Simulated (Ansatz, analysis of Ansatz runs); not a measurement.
# Y4S3N2 (C2/m), V_N hop (3.0 Å): does the barrier depend on the cell? (q = +3)

How far must a hopping N in Y4S3N2 (C2/m) stand from its periodic copies before the barrier settles? The case: V_N hop (3.0 Å), charge +3; the series starts with a cell of 36 host atoms with 1 N taken out.

Calculated with Ansatz 0.2.0; plane-wave PAW DFT, PBEsol; nudged elastic band between two relaxed defect structures at fixed charge in a uniform background.

**1. The starting structure**

The cell holds 35 atoms: 16 Y, 12 S and 7 N. Its edges and angles: a = 12.778 Å, b = 7.583 Å, c = 9.763 Å, α = 90.0°, β = 128.5°, γ = 90.0°. It derives from Y4S3N2 (space group C2/m). Nearest the centre at fractional (0.250, 0.375, 0.500): N15 at 1.35 Å, Y1 at 1.87 Å, Y21 at 1.92 Å, N33 at 2.93 Å, N17 at 3.06 Å, Y3 at 3.18 Å, Y6 at 3.36 Å, Y19 at 3.36 Å. The cell carries charge +3.

Structure file:

```xyz
35
Lattice="12.7781 0.0000 -0.0248 0.0000 7.5830 0.0000 -6.0606 0.0000 7.6537" Properties=species:S:1:pos:R:3 pbc="T T T"
Y    -0.8019    1.7203    4.9561
Y     5.7118    0.0016    4.9177
Y     1.0475   -0.0002    2.7110
Y     7.3293    1.8797    2.6861
Y     4.7074   -0.0018    1.0338
Y    11.1393    1.8558    1.1409
Y    -4.4157    1.9185    6.5065
Y     1.9960    0.0006    6.5369
S     0.0111    0.0059    0.0384
S     6.4056    1.9586   -0.1510
S    -2.6140   -0.0035    5.9020
S     3.8013    1.9374    6.0218
S     2.8762    1.8812    1.5983
S     9.2774   -0.0010    1.6726
N    -0.2435    2.0034    2.8420
N     6.0397   -0.0003    2.6845
N     0.5676    0.0010    4.8936
N     6.9845    1.8941    4.8697
Y    -0.8039    5.8587    4.9430
Y     5.7001    3.7930    4.8778
Y     1.0242    3.7888    2.3835
Y     7.3309    5.7047    2.6912
Y     4.7065    3.7911    1.0513
Y    11.1402    5.7294    1.1334
Y    -4.4198    5.6726    6.5174
Y     2.2973    3.7937    7.0805
S    -0.0488    3.7893   -0.0305
S     6.4030    5.6218   -0.1548
S    -2.4862    3.7985    5.9070
S     3.8032    5.6503    6.0222
S     2.8831    5.7002    1.6194
S     9.3617    3.7951    1.8271
N    -0.2407    5.5757    2.8320
N     6.0763    3.7890    2.6838
N     6.9848    5.6975    4.8739
```

The cell's shortest repeat is 7.6 Å.

**2. The band in the smallest cell**

In each cell both ends are relaxed first and a climbing-image band joins them. Strain fields of neighbouring copies, and their charges if any, can act otherwise on the top of the path than on its ends, so the barrier may drift with size.

qp3_c36k1s.neb/input.yaml reads:

```yaml
crystal:
  lattice:
    - [12.77813411, 0.0, -0.02476517]
    - [0.0, 7.58297771, 0.0]
    - [-6.06062451, 0.0, 7.65368011]
  atoms:
    - { symbol: "Y", position: [0.24475188, 0.22686908, 0.64834072] }
    - { symbol: "Y", position: [0.75290301, 0.00020992, 0.6449658] }
    - { symbol: "Y", position: [0.25035795, -2.475e-05, 0.35501677] }
    - { symbol: "Y", position: [0.74117326, 0.247886, 0.35334712] }
    - { symbol: "Y", position: [0.43312401, -0.00024105, 0.13646781] }
    - { symbol: "Y", position: [0.94390193, 0.24473886, 0.15212582] }
    - { symbol: "Y", position: [0.05772602, 0.25300627, 0.85029681] }
    - { symbol: "Y", position: [0.56215428, 8.258e-05, 0.85589995] }
    - { symbol: S, position: [0.00325736, 0.00077235, 0.00502977] }
    - { symbol: S, position: [0.4926941, 0.25829021, -0.01813079] }
    - { symbol: S, position: [0.1614292, -0.00046751, 0.77166094] }
    - { symbol: S, position: [0.67168446, 0.25549229, 0.78895756] }
    - { symbol: S, position: [0.32462883, 0.24807922, 0.20987785] }
    - { symbol: S, position: [0.83096158, -0.00013205, 0.22122702] }
    - { symbol: "N", position: [0.15730552, 0.26419398, 0.37183725] }
    - { symbol: "N", position: [0.6399964, -4.299e-05, 0.35281602] }
    - { symbol: "N", position: [0.34820425, 0.00013089, 0.64050177] }
    - { symbol: "N", position: [0.84967893, 0.24978843, 0.63901175] }
    - { symbol: "Y", position: [0.24377562, 0.77261584, 0.64661835] }
    - { symbol: "Y", position: [0.74950383, 0.50020058, 0.63973644] }
    - { symbol: "Y", position: [0.22820398, 0.49964231, 0.31215121] }
    - { symbol: "Y", position: [0.74161787, 0.75230723, 0.35402017] }
    - { symbol: "Y", position: [0.43413428, 0.49995363, 0.13875989] }
    - { symbol: "Y", position: [0.94350888, 0.75556716, 0.15114509] }
    - { symbol: "Y", position: [0.0580787, 0.74806705, 0.85172348] }
    - { symbol: "Y", position: [0.61951331, 0.5002898, 0.92712127] }
    - { symbol: S, position: [-0.00571935, 0.4997151, -0.00400575] }
    - { symbol: S, position: [0.49225125, 0.7413679, -0.01863794] }
    - { symbol: S, position: [0.1717531, 0.50093044, 0.77233835] }
    - { symbol: S, position: [0.67185781, 0.74512703, 0.78901545] }
    - { symbol: S, position: [0.32648038, 0.75171533, 0.21264162] }
    - { symbol: S, position: [0.84715812, 0.50047327, 0.24146208] }
    - { symbol: "N", position: [0.15689817, 0.7352963, 0.37051987] }
    - { symbol: "N", position: [0.64282256, 0.49966825, 0.35273134] }
    - { symbol: "N", position: [0.84996005, 0.75135932, 0.63955687] }
total_charge: 3
basis:
  ecutwfc: 420
  xc_grid: 2
hamiltonian:
  xc: pbesol
kpoints:
  mp_grid: { grid: [1, 1, 1], shift: [0.25, 0.25, 0.25] }
scf:
  occupations: { method: fixed }
  max_iter: 120
output:
  forces: true
neb:
  images: 3
  f_tol: 0.04
  climbing: true
  initial_path: idpp
  max_iterations: 45
  order_check: false
  final_atoms:
    - { symbol: "Y", position: [0.26507288, 0.24911737, 0.6810787] }
    - { symbol: "Y", position: [0.75157034, -0.00355801, 0.63906909] }
    - { symbol: "Y", position: [0.24948997, -0.02394514, 0.34648901] }
    - { symbol: "Y", position: [0.74374179, 0.24861817, 0.35338494] }
    - { symbol: "Y", position: [0.43519094, 0.00074269, 0.14140615] }
    - { symbol: "Y", position: [0.87383372, 0.24853232, 0.06606911] }
    - { symbol: "Y", position: [0.05908602, 0.24884993, 0.85431947] }
    - { symbol: "Y", position: [0.54961141, -0.00664437, 0.84189624] }
    - { symbol: S, position: [0.00111726, 0.0074395, 0.01185361] }
    - { symbol: S, position: [0.49904979, 0.24911728, -0.0027863] }
    - { symbol: S, position: [0.16711092, -0.0029963, 0.78104777] }
    - { symbol: S, position: [0.646093, 0.24848633, 0.75174513] }
    - { symbol: S, position: [0.32164926, 0.2478409, 0.22107577] }
    - { symbol: S, position: [0.82145102, 0.00376149, 0.20421772] }
    - { symbol: "N", position: [0.33606261, 0.48463061, 0.62149389] }
    - { symbol: "N", position: [0.64323869, -0.0025249, 0.3535302] }
    - { symbol: "N", position: [0.33619426, 0.01326919, 0.62251617] }
    - { symbol: "N", position: [0.85034965, 0.24916452, 0.64039349] }
    - { symbol: "Y", position: [0.2429147, 0.74885116, 0.63816393] }
    - { symbol: "Y", position: [0.75203331, 0.5009246, 0.63978222] }
    - { symbol: "Y", position: [0.24857995, 0.52192058, 0.34491997] }
    - { symbol: "Y", position: [0.74033678, 0.74862628, 0.34818989] }
    - { symbol: "Y", position: [0.43558543, 0.4957841, 0.14283767] }
    - { symbol: "Y", position: [0.93102798, 0.74875376, 0.13720996] }
    - { symbol: "Y", position: [0.06016127, 0.74899368, 0.85671279] }
    - { symbol: "Y", position: [0.54941358, 0.5040674, 0.84112445] }
    - { symbol: S, position: [0.00072954, 0.49048792, 0.01140392] }
    - { symbol: S, position: [0.49007676, 0.74809353, -0.0118121] }
    - { symbol: S, position: [0.16887498, 0.50069156, 0.78364207] }
    - { symbol: S, position: [0.66239108, 0.74904572, 0.77215121] }
    - { symbol: S, position: [0.33236818, 0.7492256, 0.22221119] }
    - { symbol: S, position: [0.82161364, 0.4933698, 0.20424936] }
    - { symbol: "N", position: [0.14491376, 0.74859924, 0.35254946] }
    - { symbol: "N", position: [0.64355465, 0.49894915, 0.35408431] }
    - { symbol: "N", position: [0.85327411, 0.74887716, 0.64037758] }
```

Command:

```sh
> ansatz run input.yaml --threads 32 --pin off --max-ram 84787MiB --backend cuda --events-out ev --progress --plain --runs-dir out --max-vram 78GiB
```

Numbers of over 12 decimals in the logs are rounded to 6 here.

What it wrote:

```text
[... repeated set-up lines and file paths are left out, and long positions are rounded to six places ...]
Warning: neb: disabling space-group detection — the band's intermediate images generally break the endpoint symmetry, so the full k-mesh is solved, and no spatial operation symmetrises the density, ex [...]
Engine: ansatz 0.2.0, aarch64-unknown-linux-gnu
[...]
Pseudopotential: Y, paw, valence charge 11, recommended cutoff 420 eV (normal), Y.paw.azcp
Pseudopotential: S, paw, valence charge 6, recommended cutoff 420 eV (normal), S.paw.azcp
Pseudopotential: N, paw, valence charge 5, recommended cutoff 420 eV (normal), N.paw.azcp
Functional definition: PBEsol
[...]
Crystal: 35 atoms, lattice volume = 740.475 Å³
Basis set: ecut = 420 eV, 14481 PW (Γ), exchange–correlation on 180×108×144 points (8 copies of the dense FFT grid, shifted against one another)
Bands: 175, of which v1, the nominal top of the filled ones, is band 140 counted from 1 (139 counted from 0)
[...]
k-points: 1
[...]
Functional: x = pbesol(κ = 0.804, μ = 0.123457), c = pbesol(β = 0.046)
SCF iter   1: F=—  HF=-74088.159576 eV  |F-HF|=—  |Δ(HF+E_count)|=         —  Δρ=1.10e-2  dr2=2.45e0  ethr=1.77e-3  ⟨swp⟩=4.0  Hψ=499  notcnv=0  defer=32
[...]
SCF iter   2: F=—  HF=-74087.487869 eV  |F-HF|=—  |Δ(HF+E_count)|=   6.72e-1  Δρ=5.06e-3  dr2=4.03e-1  ethr=8.75e-4  ⟨swp⟩=3.0  Hψ=232  notcnv=0  defer=33
[...]
SCF iter  12: F=-74087.353109 eV  HF=-74087.353109 eV  |F-HF|=4.73e-9  |Δ(HF+E_count)|=   6.26e-8  Δρ=1.04e-6  dr2=1.66e-8  ethr=3.57e-11  ⟨swp⟩=4.0  Hψ=478  notcnv=0
SCF 1 converged in 12 iterations: F = -74087.353109 eV  dr2 = 1.66e-8
[...]
SCF 11 converged in 10 iterations: F = -74086.283780 eV  dr2 = 9.90e-8
[...]
SCF 45 converged in 8 iterations: F = -74086.494557 eV  dr2 = 1.67e-8
[...]
SCF converged after 7 iterations
[...]
--- NEB band (5 images, 16 band iterations, 373 SCF iterations) ---
  forward barrier  = 2.060088 eV
  backward barrier = 2.060176 eV
  climbing image's point = of an order that was not read
  energies are F+E_penalty+E_count in eV, relative to image 0
  image     s (Å)  Δ vs image 0  max|band force component| (eV/Å)
      0    0.0000      0.000000                                 —
      1    0.8898      1.151177                          3.339e-2
  *   2    1.7863      2.060088                          3.059e-2
      3    2.6324      0.858553                          2.747e-2
      4    3.4788     -0.000088                                 —
  climbing-image geometry (image 2):
  cell:  # Å, volume = 740.4752 Å³
    - [12.77813411, 0.0, -0.02476517]
    - [0.0, 7.58297771, 0.0]
    - [-6.06062451, 0.0, 7.65368011]
  atoms:
    - { symbol: Y, position: [0.260606, 0.229740, 0.682351] }
    - { symbol: Y, position: [0.751830, -0.002657, 0.640045] }
    - { symbol: Y, position: [0.262539, 0.012988, 0.374036] }
    - { symbol: Y, position: [0.742656, 0.250212, 0.353096] }
    - { symbol: Y, position: [0.434593, 0.003042, 0.137913] }
    - { symbol: Y, position: [0.895434, 0.248247, 0.091715] }
    - { symbol: Y, position: [0.057798, 0.249763, 0.852074] }
    - { symbol: Y, position: [0.557735, -0.012528, 0.857308] }
    - { symbol: S, position: [0.005738, 0.009792, 0.013876] }
    - { symbol: S, position: [0.500133, 0.254108, -0.004370] }
    - { symbol: S, position: [0.157288, -0.009908, 0.773502] }
    - { symbol: S, position: [0.661875, 0.243127, 0.774602] }
    - { symbol: S, position: [0.318977, 0.251600, 0.204028] }
    - { symbol: S, position: [0.828871, 0.005619, 0.216264] }
    - { symbol: N, position: [0.279735, 0.345194, 0.505730] }
    - { symbol: N, position: [0.643033, -0.001376, 0.351966] }
    - { symbol: N, position: [0.347346, -0.013499, 0.649357] }
    - { symbol: N, position: [0.848699, 0.249443, 0.638940] }
[...]
- { symbol: Y, position: [0.434368, 0.502035, 0.143749] }
    - { symbol: Y, position: [0.938472, 0.758809, 0.144582] }
    - { symbol: Y, position: [0.057978, 0.746963, 0.856503] }
    - { symbol: Y, position: [0.575494, 0.495402, 0.868496] }
    - { symbol: S, position: [-0.006148, 0.497233, 0.001255] }
    - { symbol: S, position: [0.488450, 0.735631, -0.017608] }
    - { symbol: S, position: [0.171253, 0.499782, 0.782653] }
    - { symbol: S, position: [0.660823, 0.743336, 0.772332] }
    - { symbol: S, position: [0.335692, 0.766035, 0.225094] }
    - { symbol: S, position: [0.817121, 0.499626, 0.197180] }
    - { symbol: N, position: [0.149120, 0.761061, 0.359637] }
    - { symbol: N, position: [0.643626, 0.500032, 0.354475] }
    - { symbol: N, position: [0.850968, 0.749051, 0.639624] }
[...]
```

Elapsed: 10 s, on 1 × NVIDIA GB200 with 32 threads of Arm Neoverse V2, shared host; peak memory 1.7 GiB; 45 s of CPU time.

The path, image by image:

```tsv
image	path (Å)	energy (eV)	N15: x, y, z (Å)
0	0.000	0.0000	-0.243, 2.003, 2.842
1	0.890	1.1510	0.089, 2.261, 3.290
2	1.786	2.0600	0.509, 2.618, 3.864
3	2.632	0.8580	0.661, 3.123, 4.387
4	3.479	0.0000	0.528, 3.675, 4.748
```

**3. The series**

The other cells are run alike, on 1 × NVIDIA GB200 with 32 threads of Arm Neoverse V2, shared host.

```tsv
host atoms	shortest repeat (Å)	k-points	forward (eV)	backward (eV)	hop length (Å)	iterations	time of the band	peak memory (GiB)
36	7.6	one point at (¼, ¼, ¼)	2.060	2.060	2.65	16	10 s	1.7
54	9.8	one point at (¼, ¼, ¼)	2.149	2.149	2.68	13	13 s	2.2
108	11.4	one point at (¼, ¼, ¼)	1.931	1.931	2.76	6	19 s	3.3
```

Energies along each band (eV from the start):

```tsv
host atoms	k-points	energies
36	one point at (¼, ¼, ¼)	0.000, 1.151, 2.060, 0.859, 0.000
54	one point at (¼, ¼, ¼)	0.000, 1.157, 2.149, 0.870, 0.000
108	one point at (¼, ¼, ¼)	0.000, 0.916, 1.931, 0.845, 0.000
```

**4. What came out**

| Property | Result |
| --- | --- |
| barrier, 36 atoms, one point at (¼, ¼, ¼) | 2.060 eV |
| barrier, 54 atoms, one point at (¼, ¼, ¼) | 2.149 eV |
| barrier, 108 atoms, one point at (¼, ¼, ¼) | 1.931 eV |

**Reading.** The largest cell gives a barrier of 1.93 eV and the first set-up 2.06 eV; over the series the values spread by 0.22 eV. The last two differ by 0.218 eV, so the series has not settled. One k-point samples cells of unlike shape differently, so the spread mixes size with sampling. The time of one iteration grows about as the number of atoms to the power 1.5, on shared hosts. No image-charge correction is applied. The order of the top as a saddle was not checked for all atoms, so a bent path could be lower. Keep in mind: one k-point off the zone centre stands for the whole zone.

[Logs are printed without paths, hosts, clocks, repeated set-up lines and the standing remarks that a program may print on its own settings, such as how far it seeks lower states.]

[Hosts, paths, dates, database ids (printed as entryN), source tags and the programs' standing remarks are cut or masked in the printed files.]
